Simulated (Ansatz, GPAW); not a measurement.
# How NaHgF3 (model structure) absorbs and reflects light, part 2 of 3

Aim: the dielectric function of NaHgF3 (model structure), and the optical constants that follow from it. The cell was made here by substitution or stacking, whether or not such a phase is known. It was built so: All Cd replaced by Hg and K replaced by Na in the Pm-3m structure of KCdF3. The cell is first relaxed with Ansatz.

GPAW 26.7.0; DFT, PBE, plane-wave PAW (GPAW data sets), scalar-relativistic, RPA, optical limit.

So far: Set-up; Relaxation.

## 3. Ground state

The self-consistent density comes first; it also tells whether there is a gap, which decides the occupations and the need for a Drude term.

This step: DFT, PBE, plane-wave PAW (GPAW data sets), scalar-relativistic, ground state (GPAW 26.7.0).

File gs.py:

```python
from ase import Atoms
from ase.dft.bandgap import bandgap
from gpaw import GPAW, PW, FermiDirac

atoms = Atoms(['Hg', 'Na', 'F', 'F', 'F'],
              cell=[[4.560591286900, 0.000000000000, 0.000000000000],
                    [0.000000000000, 4.560591286900, 0.000000000000],
                    [0.000000000000, 0.000000000000, 4.560591286900]],
              scaled_positions=[[0.500000000000, 0.500000000000, 0.500000000000],
                                [1.000000000000, 0.000000000000, 0.000000000000],
                                [0.500000000000, 0.500000000000, 0.000000000000],
                                [0.500000000000, 1.000000000000, 0.500000000000],
                                [0.000000000000, 0.500000000000, 0.500000000000]],
              pbc=[True, True, True])
atoms.calc = GPAW(mode=PW(400), xc='PBE', kpts={'size': (5, 5, 5), 'gamma': True},
                  occupations=FermiDirac(0.05), maxiter=150, txt='gs.txt')
print('energy (eV)', atoms.get_potential_energy())
print('Fermi level (eV)', atoms.calc.get_fermi_level())
print('valence electrons', atoms.calc.get_number_of_electrons())
print('gap (eV)', bandgap(atoms.calc, output=None)[0])
print('direct gap (eV)', bandgap(atoms.calc, direct=True, output=None)[0])
atoms.calc.write('gs.gpw')
```

Run with:

```bash
$ OMP_NUM_THREADS=1 python gs.py
```

Numbers of over 12 decimals in the logs are rounded to 6 here.

The log of the run:

```text
__  _  _
 | _ |_)|_||  |
 |__||  | ||/\| - 26.7.0

Versions:
  Python: 3.12.14
  ASE:    3.29.0
  Numpy:  2.5.5
  Scipy:  1.18.1
  Libxc:  7.0.0

Input parameters:
  mode=PW(ecut=400.0),
  kpts=MonkhorstPack(size=(5, 5, 5), gamma=True),
  maxiter=150,
  occupations=Occupations(name='fermi-dirac', width=0.05, fixmagmom=False),
  xc=XC(name='PBE')

Diagonalizing LCAO Hamiltonian
Converting LCAO to pw mode
    .----------.
   /|          |
  / |          |
 *  |          |
 |  |          |
 | F|   Hg     |
 |  .--F-------.
 | /    F     /
 |/          /
 Na---------*

Atoms  # Å, Bohr magnetons
|   | symbol |        x |        y |        z |    initial magnetic moments |
| 0 |     Hg | 2.280296 | 2.280296 | 2.280296 | ( 0.0000,  0.0000,  0.0000) |
| 1 |     Na | 4.560591 | 0.000000 | 0.000000 | ( 0.0000,  0.0000,  0.0000) |
| 2 |      F | 2.280296 | 2.280296 | 0.000000 | ( 0.0000,  0.0000,  0.0000) |
| 3 |      F | 2.280296 | 4.560591 | 2.280296 | ( 0.0000,  0.0000,  0.0000) |
| 4 |      F | 0.000000 | 2.280296 | 2.280296 | ( 0.0000,  0.0000,  0.0000) |

Unit cell  # Å
| periodic |        x |        y |        z |  lengths |    angles |
|      yes | 4.560591 | 0.000000 | 0.000000 | 4.560591 | 90.000000 |
|      yes | 0.000000 | 4.560591 | 0.000000 | 4.560591 | 90.000000 |
|      yes | 0.000000 | 0.000000 | 4.560591 | 4.560591 | 90.000000 |

Number of symmetries: 48
Symmetry operations  # r_c * U_cc + t_c -> r_c
|    | kind |            matrix            |
|  0 |  E   |  1, 0, 0,  0, 1, 0,  0, 0, 1 |
|  1 |  σ   |  1, 0, 0,  0, 1, 0,  0, 0,-1 |
|  2 |  σ   |  1, 0, 0,  0, 0, 1,  0, 1, 0 |
|  3 |  C4  |  1, 0, 0,  0, 0, 1,  0,-1, 0 |
|  4 |  C4  |  1, 0, 0,  0, 0,-1,  0, 1, 0 |
|  5 |  σ   |  1, 0, 0,  0, 0,-1,  0,-1, 0 |
|  6 |  σ   |  1, 0, 0,  0,-1, 0,  0, 0, 1 |
|  7 |  C2  |  1, 0, 0,  0,-1, 0,  0, 0,-1 |
|  8 |  σ   |  0, 1, 0,  1, 0, 0,  0, 0, 1 |
|  9 |  C2  |  0, 1, 0,  1, 0, 0,  0, 0,-1 |
| 10 |  C3  |  0, 1, 0,  0, 0, 1,  1, 0, 0 |
| 11 |  S6  |  0, 1, 0,  0, 0, 1, -1, 0, 0 |
| 12 |  S6  |  0, 1, 0,  0, 0,-1,  1, 0, 0 |
| 13 |  C3  |  0, 1, 0,  0, 0,-1, -1, 0, 0 |
| 14 |  C4  |  0, 1, 0, -1, 0, 0,  0, 0, 1 |
| 15 |  S4  |  0, 1, 0, -1, 0, 0,  0, 0,-1 |
| 16 |  C3  |  0, 0, 1,  1, 0, 0,  0, 1, 0 |
| 17 |  S6  |  0, 0, 1,  1, 0, 0,  0,-1, 0 |
| 18 |  σ   |  0, 0, 1,  0, 1, 0,  1, 0, 0 |
| 19 |  C4  |  0, 0, 1,  0, 1, 0, -1, 0, 0 |
| 20 |  C2  |  0, 0, 1,  0,-1, 0,  1, 0, 0 |
| 21 |  S4  |  0, 0, 1,  0,-1, 0, -1, 0, 0 |
| 22 |  S6  |  0, 0, 1, -1, 0, 0,  0, 1, 0 |
| 23 |  C3  |  0, 0, 1, -1, 0, 0,  0,-1, 0 |
| 24 |  S6  |  0, 0,-1,  1, 0, 0,  0, 1, 0 |
| 25 |  C3  |  0, 0,-1,  1, 0, 0,  0,-1, 0 |
| 26 |  C4  |  0, 0,-1,  0, 1, 0,  1, 0, 0 |
| 27 |  σ   |  0, 0,-1,  0, 1, 0, -1, 0, 0 |
| 28 |  S4  |  0, 0,-1,  0,-1, 0,  1, 0, 0 |
| 29 |  C2  |  0, 0,-1,  0,-1, 0, -1, 0, 0 |
| 30 |  C3  |  0, 0,-1, -1, 0, 0,  0, 1, 0 |
| 31 |  S6  |  0, 0,-1, -1, 0, 0,  0,-1, 0 |
| 32 |  C4  |  0,-1, 0,  1, 0, 0,  0, 0, 1 |
| 33 |  S4  |  0,-1, 0,  1, 0, 0,  0, 0,-1 |
| 34 |  S6  |  0,-1, 0,  0, 0, 1,  1, 0, 0 |
| 35 |  C3  |  0,-1, 0,  0, 0, 1, -1, 0, 0 |
| 36 |  C3  |  0,-1, 0,  0, 0,-1,  1, 0, 0 |
| 37 |  S6  |  0,-1, 0,  0, 0,-1, -1, 0, 0 |
| 38 |  σ   |  0,-1, 0, -1, 0, 0,  0, 0, 1 |
| 39 |  C2  |  0,-1, 0, -1, 0, 0,  0, 0,-1 |
| 40 |  σ   | -1, 0, 0,  0, 1, 0,  0, 0, 1 |
| 41 |  C2  | -1, 0, 0,  0, 1, 0,  0, 0,-1 |
| 42 |  C2  | -1, 0, 0,  0, 0, 1,  0, 1, 0 |
| 43 |  S4  | -1, 0, 0,  0, 0, 1,  0,-1, 0 |
| 44 |  S4  | -1, 0, 0,  0, 0,-1,  0, 1, 0 |
| 45 |  C2  | -1, 0, 0,  0, 0,-1,  0,-1, 0 |
| 46 |  C2  | -1, 0, 0,  0,-1, 0,  0, 0, 1 |
| 47 |  i   | -1, 0, 0,  0,-1, 0,  0, 0,-1 |

BZ-sampling:
  Number of BZ points: 125
  Number of IBZ points: 10

  Monkhorst-Pack size: [5, 5, 5]
  Monkhorst-Pack shift: [0, 0, 0]

K-points  # in reciprocal-cell coordinates
|   |                                coordinates |     weight |
| 0 | (  0.00000000,   0.00000000,   0.00000000) | 0.00800000 |
| 1 | (  0.20000000,   0.00000000,   0.00000000) | 0.04800000 |
| 2 | (  0.20000000,   0.20000000,   0.00000000) | 0.09600000 |
| 3 | (  0.20000000,   0.20000000,   0.20000000) | 0.06400000 |
| 4 | (  0.40000000,   0.00000000,   0.00000000) | 0.04800000 |
| 5 | (  0.40000000,   0.20000000,   0.00000000) | 0.19200000 |
| 6 | (  0.40000000,   0.20000000,   0.20000000) | 0.19200000 |
| 7 | (  0.40000000,   0.40000000,   0.00000000) | 0.09600000 |
| 8 | (  0.40000000,   0.40000000,   0.20000000) | 0.19200000 |
| 9 | (  0.40000000,   0.40000000,   0.40000000) | 0.06400000 |

Plane wave coefficients: 1749
Cutoff: 400.0 eV

Spin-components: 1 (collinear spins)
Bands:           31
Projectors:      26
Spin-degeneracy: 2
Datatype:        complex128

Parallelization:
  kpt:    1
  domain: 1
  band:   1

Density:
  Valence electrons: 46.0
  Components: 1
  Grid points: [24 24 24]
  Charge: 0.0  # |e|

Potential:
  Grid points: [24 24 24]

species:
  Hg:
    name:    Mercury
    id:
    Z:       80.0
    valence: 18
    core:    62
    charge:  0.0  # [|e|]
    compensation charges:
      type: gauss
      rc: 0.41  # [Å]
      lmax: 2
    cutoffs:
      filter: 2.17  # [Å]
      core: 2.06  # [Å]
    projectors
    | kind |    occ | energy [eV] | rcut [Å] |
    |   6s |  2.000 |      -6.783 |    1.307 |
    |   5p |  6.000 |     -66.572 |    1.291 |
    |   6p |  0.000 |      -1.056 |    1.291 |
    |   5d | 10.000 |      -9.891 |    1.302 |
    |    s |        |      20.429 |    1.307 |
    |    d |        |      17.320 |    1.302 |

    Using partial waves for Hg as LCAO basis

  Na:
    name:    Sodium
    id:
    Z:       11.0
    valence: 7
    core:    4
    charge:  0.0  # [|e|]
    compensation charges:
      type: gauss
      rc: 0.37  # [Å]
      lmax: 2
    cutoffs:
      filter: 2.17  # [Å]
      core: 2.59  # [Å]
    projectors
    | kind |    occ | energy [eV] | rcut [Å] |
    |   3s |  1.000 |      -2.744 |    1.201 |
    |   2p |  6.000 |     -28.672 |    1.217 |
    |   3p |  0.000 |      -0.743 |    1.217 |
    |    s |        |      24.468 |    1.201 |
    |    d |        |       0.000 |    1.238 |

    Using partial waves for Na as LCAO basis

  F:
    name:    Fluorine
    id:
    Z:       9.0
    valence: 7
    core:    2
    charge:  0.0  # [|e|]
    compensation charges:
      type: gauss
      rc: 0.20  # [Å]
      lmax: 2
    cutoffs:
      filter: 1.14  # [Å]
      core: 0.74  # [Å]
    projectors
    | kind |    occ | energy [eV] | rcut [Å] |
    |   2s |  2.000 |     -29.898 |    0.635 |
    |   2p |  5.000 |     -11.110 |    0.635 |
    |    s |        |      -2.687 |    0.635 |
    |    p |        |      16.102 |    0.635 |
    |    d |        |       0.000 |    0.635 |

    Using partial waves for F as LCAO basis

Reference energy: -545716.631581  # eV

eigensolver:
  PPCG
  Converge bands: occupied
  niter=2

density mixing:
  MSR1-Mixer
  Pratt-step length: 0.05
  Maximum mixing coefficient: 0.75
  Old densities: 10
  SVD Regularization: 0.005
  Good broyden scale: 1.0
  Trust region scale: 1.0
  Backstep threshold: 4.0
  History deletion threshold: 6.0
  Fourier metric: weight=20.0, sigma=0.015

occupation numbers:
  Fermi-Dirac:
    width: 0.0500  # eV

poisson solver:
  ecut: 3200.0  # eV

xc functional:
  name: PBE with 2 nearest neighbor stencil

convergence criteria:
- Maximum [total energy] change in last 3 cyles: 0.0005 eV / valence electron
- Maximum integral of absolute [dens]ity change: 0.0001 electrons / valence electron
- Maximum integral of absolute [eigenst]ate change: 4e-08 eV^2 / valence electron
maximum number of iterations: 150

SCF iterations
|iter     |      energy | eigst |  dens |
|iter:   1||  -15.002853 | -0.52 |       |
|iter:   2||  -14.495730 | -2.31 | -1.11 |
|iter:   3||  -13.094388 | -1.25 | -1.16 |
|iter:   4||  -13.086031 | -2.64 | -1.56 |
|iter:   5||  -13.094260c| -2.96 | -1.90 |
|iter:   6||  -13.094861c| -4.55 | -2.90 |
|iter:   7||  -13.095112c| -5.02 | -3.23 |
|iter:   8||  -13.095112c| -6.84 | -4.14c|
|iter:   9||  -13.095112c| -7.93c| -4.83c|

Converged in 9 steps
SCF loop duration: 5.307 s (0.590 s/step)
Energy contributions relative to reference atoms: (reference = -545716.631581)

Energy contributions:
  Kinetic:          34.447958
  Coulomb:         -25.215861
  Zero:             -1.718118
  External:          0.000000
  Xc:              -20.609063
  Entropy:          -0.000056
  Spinorbit:         0.000000
  ----------------------------
  Free energy:     -13.095140
  Extrapolated:    -13.095112

dipole moment: (-17.995083, -17.995083, -17.995083)  # |e|*Ang

Fermi level: 0.420
Eigenvalues  # (at kpt = [0.000, 0.000, 0.000])
| band index |      eig [eV] | occ [0-2] |
|          0 |       -60.674 |     2.000 |
|        ... |               |           |
|         15 |        -3.758 |     2.000 |
|         16 |        -3.758 |     2.000 |
|         17 |        -2.268 |     2.000 |
|         18 |        -2.268 |     2.000 |
|         19 |        -2.268 |     2.000 |
|         20 |        -2.217 |     2.000 |
|         21 |        -2.217 |     2.000 |
|         22 |        -2.217 |     2.000 |
|         23 |         0.694 |     0.008 |
|         24 |         5.302 |     0.000 |
|         25 |         9.802 |     0.000 |
|         26 |         9.802 |     0.000 |
|         27 |         9.802 |     0.000 |
|         28 |        14.821 |     0.000 |
|         29 |        14.821 |     0.000 |
|         30 |        14.821 |     0.000 |

Gap: 0.740 eV
Transition (v -> c):
  (s=0, k=8, n=22, [0.40, 0.40, 0.20]) -> (s=0, k=0, n=23, [0.00, 0.00, 0.00])
Direct/indirect transitions are different
Direct gap: 2.911 eV
Transition at: (s=0, k=0, n=22, [0.00, 0.00, 0.00])

--- standard output ---
energy (eV) -13.095112
Fermi level (eV) 0.419669
valence electrons 46.0
gap (eV) 0.740163
direct gap (eV) 2.910728
```

Wall time 7.2 s (1 thread of Intel Xeon 6975P-C (Granite Rapids), shared host); peak memory 0.16 GiB.

This step gave:

* energy: -13.10 eV
* Fermi energy: 0.4197 eV
* gap on the k-mesh: 0.7402 eV
* direct gap on the mesh: 2.911 eV
* electrons: 46

There is a gap, 0.74 eV on this mesh (points off the mesh can give less), so no carriers' term is needed.

## 4. Bands for the response

At the fixed density, many empty bands are solved on the mesh of the response, since the spectrum sums over them.

This step: DFT, PBE, plane-wave PAW (GPAW data sets), scalar-relativistic, bands at fixed density (GPAW 26.7.0).

File nscf.py:

```python
from ase.dft.bandgap import bandgap
from gpaw import GPAW, FermiDirac

calc = GPAW('gs.gpw').fixed_density(kpts={'size': (6, 6, 6), 'gamma': True}, nbands=61, convergence={'bands': 55},
                                    occupations=FermiDirac(0.001), txt='nscf.txt')
print('gap (eV)', bandgap(calc, output=None)[0])
print('direct gap (eV)', bandgap(calc, direct=True, output=None)[0])
print('top band over the Fermi level (eV)', min(calc.get_eigenvalues(kpt=k)[54] for k in range(len(calc.get_ibz_k_points()))) - calc.get_fermi_level())
calc.write('full.gpw', mode='all')
```

Run with:

```bash
$ OMP_NUM_THREADS=1 python nscf.py
```

The log of the run:

```text
Diagonalizing LCAO Hamiltonian
Converting LCAO to pw mode
convergence criteria:
- Maximum integral of absolute [eigenst]ate change: 4e-08 eV^2 / valence electron
maximum number of iterations: 150

SCF iterations
|iter     |      energy | eigst |  dens |
|iter:   1||             | +3.06 |       |
|iter:   2||             | +1.83 |       |
|iter:   3||             | +0.60 |       |
|iter:   4||             | -0.69 |       |
|iter:   5||             | -1.53 |       |
|iter:   6||             | -2.44 |       |
|iter:   7||             | -3.12 |       |
|iter:   8||             | -3.97 |       |
|iter:   9||             | -4.60 |       |
|iter:  10||             | -5.37 |       |
|iter:  11||             | -5.91 |       |
|iter:  12||             | -6.45 |       |
|iter:  13||             | -6.83 |       |
|iter:  14||             | -7.10 |       |
|iter:  15||             | -7.38 |       |
|iter:  16||             | -7.62c|       |
SCF steps: 16
  __  _  _
 | _ |_)|_||  |
 |__||  | ||/\| - 26.7.0

Versions:
  Python: 3.12.14
  ASE:    3.29.0
  Numpy:  2.5.5
  Scipy:  1.18.1
  Libxc:  7.0.0

Input parameters:
  mode=PW(ecut=400.0),
  convergence={'bands': 55},
  gpts=array([24, 24, 24]),
  kpts=MonkhorstPack(size=(6, 6, 6), gamma=True),
  maxiter=150,
  nbands=61,
  occupations=Occupations(name='fermi-dirac', width=0.001, fixmagmom=False),
  parallel={},
  xc=XC(name='PBE')

--- standard output ---
gap (eV) 0.487589
direct gap (eV) 2.910728
top band over the Fermi level (eV) 24.798843
```

It took 30 s on 1 thread; peak memory 0.19 GiB.

Read-outs, printed or worked out from the files:

```
gap on the k-mesh : 0.4876 eV
```

(Part 2 of 3 ends here.)

[Machine, clock and banner lines and Python warnings are left out of the logs.]

[Logs are printed without paths, hosts, clocks, repeated set-up lines and the standing remarks that a program may print on its own settings, such as how far it seeks lower states.]

[Hosts, paths, dates, database ids (printed as entryN), source tags and the programs' standing remarks are cut or masked in the printed files.]
